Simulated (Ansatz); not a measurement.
# Screened interactions in Cs2MoF4 (started from the K2NiF4 type) (I4/mmm), part 2 of 2

Wanted: the parameters of a Hubbard-Kanamori model for Cs2MoF4 (started from the K2NiF4 type) (I4/mmm).

Ansatz 0.2.0; non-magnetic LDA, then constrained RPA, plane waves, PAW.

So far: Set-up; LDA bands and orbital weights.

The structure was built from a prototype and need not be the compound's stable phase.

## 3. Constrained RPA: Mo t2g, bands v2 to c1, 4×4×4 mesh, medium accuracy

Constrained RPA screens the interaction with every transition except those inside the target bands, which a later many-body model would treat itself.

This step: constrained RPA on LDA, plane waves, PAW.

File input.yaml:

```yaml
crystal:
  lattice:
    - [2.09017297, -2.09017297, 7.15219142]
    - [-2.09017297, 2.09017297, 7.15219142]
    - [-2.09017297, -2.09017297, -7.15219142]
  atoms:
    - { symbol: Cs, position: [0.3523595538, 0.3523595538, 0.0] }
    - { symbol: Cs, position: [0.6476404462, 0.6476404462, 0.0] }
    - { symbol: Mo, position: [0.0, 0.0, 0.0] }
    - { symbol: F, position: [0.0, 0.5, 0.5] }
    - { symbol: F, position: [0.5, 0.0, 0.5] }
    - { symbol: F, position: [0.1483851221, 0.1483851221, 0.0] }
    - { symbol: F, position: [0.8516148779, 0.8516148779, 0.0] }
kpoints:
  mp_grid: { grid: [8, 8, 8] }
hamiltonian:
  xc: lda
scf:
  occupations: { method: gaussian, width: 0.08 }
  n_extra_bands: 19
  max_iter: 150
  lower_state_search: "off"
output:
  crpa:
    kmesh: [4, 4, 4]
    target_bands: [v2, c1]
    projections: [{ species: Mo, l: d, shell: 4, orbitals: [dxz, dyz, dxy] }]
  local_orbitals:
    kmesh: [8, 8, 8]
    orbitals: [{ species: Mo, l: d, shell: 4, orbitals: [dxz, dyz, dxy] }]
    window: { bands: [v2, c1] }
    seedname: lo
```

Command:

```sh
$ ansatz run input.yaml --threads 4 --pin off --max-ram 14745MiB --backend cpu --events-out ev --progress --plain --runs-dir out
```

Numbers of over 12 decimals in the logs are rounded to 6 here.

Output:

```text
[...]
Crystal: 7 atoms, lattice volume = 124.987 Å³
Basis set: ecut = 420 eV, 2427 PW (Γ)
Bands: 49, of which v1, the nominal top of the filled ones, is band 30 counted from 1 (29 counted from 0)
Symmetry: 16 space group operations
[...]
k-points: 59 of 512
[...]
SCF iter   1: F=—  HF=-19031.488782 eV  |F-HF|=—  |Δ(HF+E_count)|=         —  Δρ=1.69e-2  dr2=2.34e-1  ethr=1.77e-3  ⟨swp⟩=6.1  Hψ=12718  notcnv=0  defer=362
[...]
SCF iter   9: F=-19031.423484 eV  HF=-19031.423484 eV  |F-HF|=3.65e-8  |Δ(HF+E_count)|=   1.02e-7  Δρ=6.16e-6  dr2=5.00e-8  ethr=1.67e-10  ⟨swp⟩=12.4  Hψ=14499  notcnv=0
SCF 1 converged in 9 iterations: F = -19031.423484 eV  dr2 = 5.00e-8
[...]
NSCF: frozen V_eff on 63 k-points
[...]
cRPA screening: q 1/64
cRPA screening: q 2/64
cRPA screening: q 6/64 (q-point 3)
cRPA screening: q 8/64 (q-point 5)
cRPA screening: q 16/64 (q-point 6)
cRPA screening: q 32/64 (q-point 9)
cRPA screening: q 36/64 (q-point 10)
cRPA screening: q 44/64 (q-point 22)
cRPA screening: q 46/64 (q-point 24)
cRPA screening: q 48/64 (q-point 27)
cRPA screening: q 56/64 (q-point 30)
cRPA screening: q 60/64 (q-point 31)
cRPA screening: q 64/64 (q-point 43)
SCF converged after 9 iterations
Free energy (F): -19031.423484 eV
[...]
Internal energy: -19031.410073 eV  (E = F + TS)
E sigma→0 (E₀):  -19031.416779 eV
Entropy (-TS):   -0.013410 eV (-1.916 meV/atom)
Fermi energy:    10.630948 eV
[...]
--- Band table (eV; the first three rows and the last of 59) ---
  k-point 0: bands = [... 26 lower, 4.3113, 4.3113, 9.3568, 9.8731, 9.8731, 11.3271, 11.3294, 11.9875, ... 15 higher]
  k-point 1: bands = [... 26 lower, 4.3026, 4.3362, 9.6659, 9.9788, 10.0475, 11.8028, 11.8794, 12.3688, ... 15 higher]
  k-point 2: bands = [... 26 lower, 4.4102, 4.4130, 10.2723, 10.3298, 10.4212, 12.6269, 12.9098, 13.0376, ... 15 higher]
  k-point 58: bands = [... 26 lower, 4.4619, 4.4619, 9.3588, 9.9947, 9.9947, 11.1822, 11.9088, 11.9105, ... 15 higher]
--- cRPA (band scheme, projected local orbitals): target bands 29..31 (1-based), 3 Wannier function(s), 4×4×4 mesh, 62 bands' worth read of 67 solved, ecut_chi 136.0 eV, v(q+G=0) probe_charge, pair densities all_electron ---
  bands read: the sum over 62 bands ends inside a degenerate multiplet in 4 slots, whose members it reads at an even weight; the widest, k=0: bands 62 to 63 (counted from 1) at 1/2 each
  χ-basis size per q: N_G = 430..466
  window electrons = 4.0000, filled by tetrahedron_uncorrected; constrained ε̄⁻¹(q = 0, 0) head = 0.314535; min gauge Gram eig = 0.7517
  Kanamori averages over each shell's own Wannier functions (sites counted from 0, functions from 1):
    Site 2, 4D, 3 of 5 d orbitals (Wannier functions 1, 2, 3; wannier90's mr 2, 3, 5):
      screened: U = 4.2029 eV, U' = 3.4958 eV, J = 0.3394 eV
      screened, to within: U = 9.8e-3 eV, U' = 9.8e-3 eV, J = 6.0e-4 eV
      bare: V = 12.5823 eV, V' = 11.6005 eV, J = 0.4889 eV
  Hermiticity witness max|P − P†| over intra, direct and exchange elements: 2.66e-15 eV (screened), 1.45e-22 eV (bare)
  Reality witness max|Im| over intra, direct and exchange elements: 4.09e-18 eV (screened), 7.98e-19 eV (bare)
```

The job ended after 5.9 min (4 threads of Arm Neoverse V1, shared host; peak memory 1.1 GiB; 23 min of CPU time).

Numbers from this step:

```yaml
u: 4.203 eV
u_prime_inter_orbital: 3.496 eV
j: 0.3394 eV
bare_v: 12.58 eV
bare_j: 0.4889 eV
stated_bound_on_u: 0.009775 eV
u_over_bare_v: 0.3340
electrons_in_the_window: 4.000
head_of_the_constrained_inverse_dielectric_matrix: 0.3145
least_eigenvalue_of_the_projection_s_overlap: 0.7517
target_functions: 3
bands_in_the_sums: 62
r_m_s_miss_of_the_model_bands: 3.92e-4 eV
width_of_the_target_bands: 1.940 eV
weight_of_the_projected_orbitals_in_the_window: 0.8644
```

On the Mo t2g shell, screening brings the on-site interaction from 12.6 eV down to U = 4.20 eV.

Kanamori averages over each shell's functions. Crpa shells, by row:

```tsv
site	element	shell	orbitals	U (eV)	U' (eV)	J (eV)	bare V (eV)	bare V' (eV)	bare J (eV)	bound on U (eV)
3	Mo	4D	3	4.203	3.496	0.3394	12.58	11.6	0.4889	0.009775
```

Density-density elements U_iijj, eV. U matrix, by row:

```tsv
orbital	Mo3 dxz	Mo3 dyz	Mo3 dxy
Mo3 dxz	4.165	3.471	3.508
Mo3 dyz	3.471	4.165	3.508
Mo3 dxy	3.508	3.508	4.279
```

Exchange elements U_ijji, eV. J matrix, by row:

```tsv
orbital	Mo3 dxz	Mo3 dyz	Mo3 dxy
Mo3 dxz	-	0.334	0.342
Mo3 dyz	0.334	-	0.342
Mo3 dxy	0.342	0.342	-
```

Projected local orbitals of the target window. The electronic bands at the labelled points (eV, zero at the Fermi level; # counts the bands kept):

```tsv
point	#1	#2	#3
Γ	-1.27	-0.76	-0.76
halfway	-0.36	-0.30	-0.21
X	0.08	0.28	0.67
halfway	0.10	0.24	0.67
P	0.16	0.16	0.67
halfway	-0.24	0.20	0.24
N	-0.62	-0.16	0.31
halfway	-0.72	-0.69	-0.28
Γ	-1.27	-0.76	-0.76
halfway	-1.27	-0.70	-0.70
M	-1.27	-0.64	-0.64
halfway	-0.80	-0.62	-0.25
S	-0.62	-0.19	0.30
jump to S0	-0.62	-0.19	0.30
halfway	-0.69	-0.64	-0.22
Γ	-1.27	-0.76	-0.76
jump to X	0.08	0.28	0.67
halfway	0.08	0.28	0.65
R	0.08	0.26	0.62
jump to G	0.08	0.26	0.62
halfway	-0.42	-0.25	-0.25
M	-1.27	-0.64	-0.64
```

The same for Kohn-Sham, solved directly:

```tsv
point	#1	#2	#3
Γ	-1.27	-0.76	-0.76
X	0.08	0.28	0.67
P	0.16	0.16	0.67
N	-0.62	-0.16	0.31
Γ	-1.27	-0.76	-0.76
M	-1.27	-0.64	-0.64
S	-0.62	-0.19	0.30
S0	-0.62	-0.19	0.30
Γ	-1.27	-0.76	-0.76
X	0.08	0.28	0.67
R	0.08	0.26	0.63
G	0.08	0.26	0.63
M	-1.27	-0.64	-0.64
```

The first set of electronic bands as a text plot (rows in eV; labels by their first letter):

```
    0.6 |         ****                                 *
    0.5 |             *                                 *
    0.5 |        *     *
    0.4 |
    0.3 |          *    ******                 *       * *
    0.2 |       * * *  **                     * *       *
    0.1 |        *  ***                      *   *       *
    0.1 |       * **  *  *    *                        ****
    0.0 |      * *     *  *                               *
   -0.1 |      **       *      *            *              *
   -0.2 |     **           ***                 ** *        *
   -0.3 |     *                 *          *  *             *
   -0.3 |    **          *                   *   *           *
   -0.4 |                     *                    *        *
   -0.5 |   **            *               *         *         *
   -0.6 |   **             *** * *       * *****               **
   -0.7 |  *                  *** *   ***** *   ***  *       *
   -0.7 |**                     ******             ****
   -0.8 |   *                              *       *
   -0.9 |                                                     *
   -1.0 |                                           *
   -1.1 |  *                     *        *                    *
   -1.2 |                         *      *           *
   -1.2 |**                        ******             *         *
         Γ         X P      N       Γ   M    S|S     ΓR|G       M
```

Onsite levels, by row:

```tsv
orbital	level less Fermi level (eV)
Mo3 dxz	-0.2244
Mo3 dyz	-0.2244
Mo3 dxy	-0.2647
```

Largest distinct elements between sites. Hoppings, by row:

```tsv
from	to	cell	distance (Å)	t (eV)
Mo3 dxy	Mo3 dxy	1 0 1	4.18	-0.2347
Mo3 dyz	Mo3 dyz	1 0 1	4.18	-0.225
Mo3 dxy	Mo3 dxy	-1 1 0	5.912	-0.0188
Mo3 dyz	Mo3 dyz	1 -1 0	5.912	-0.0132
Mo3 dxz	Mo3 dyz	-1 -1 -1	7.739	-0.0095
Mo3 dxz	Mo3 dyz	1 1 2	5.912	-0.0095
Mo3 dyz	Mo3 dyz	0 0 -1	7.739	-0.009
Mo3 dxy	Mo3 dxy	-2 0 -2	8.361	0.0076
Mo3 dyz	Mo3 dyz	2 0 2	8.361	0.0072
Mo3 dxz	Mo3 dxz	1 0 1	4.18	0.0042
Mo3 dyz	Mo3 dxy	-1 0 0	7.739	-0.003
Mo3 dxy	Mo3 dxy	1 -2 -1	9.348	-0.0029
```

## 4. Summary of results

```yaml
mo_t2g: U 4.20 eV, U′ 3.50 eV, J 0.34 eV, bare V 12.6 eV
method: constrained RPA on non-magnetic LDA, 4×4×4 mesh, static; search for lower states off
```

What this shows: For Mo t2g, screening cuts the on-site interaction from 12.58 eV to 4.20 eV. U − 2J differs from U′ by +0.03 eV, so the Kanamori relation holds well. U is 2.2 times the width of the target bands. The parent state is non-magnetic and the interaction static (zero frequency); U depends on the window and the orbitals, so it belongs to this model alone. The bands cross the Fermi level under this constraint, which need not be the crystal's state: magnetic order, correlation or a lattice distortion may open a gap.

[Paths, hosts, dates, memory and timing lines, banners, echoed tables and standing remarks are left out of the program output.]

[Logs are printed without paths, hosts, clocks, repeated set-up lines and the standing remarks that a program may print on its own settings, such as how far it seeks lower states.]

[Runs of the session that timed out or met a known fault of the program may be left out.]

[Hosts, paths, dates, database ids (printed as entryN), source tags and the programs' standing remarks are cut or masked in the printed files.]
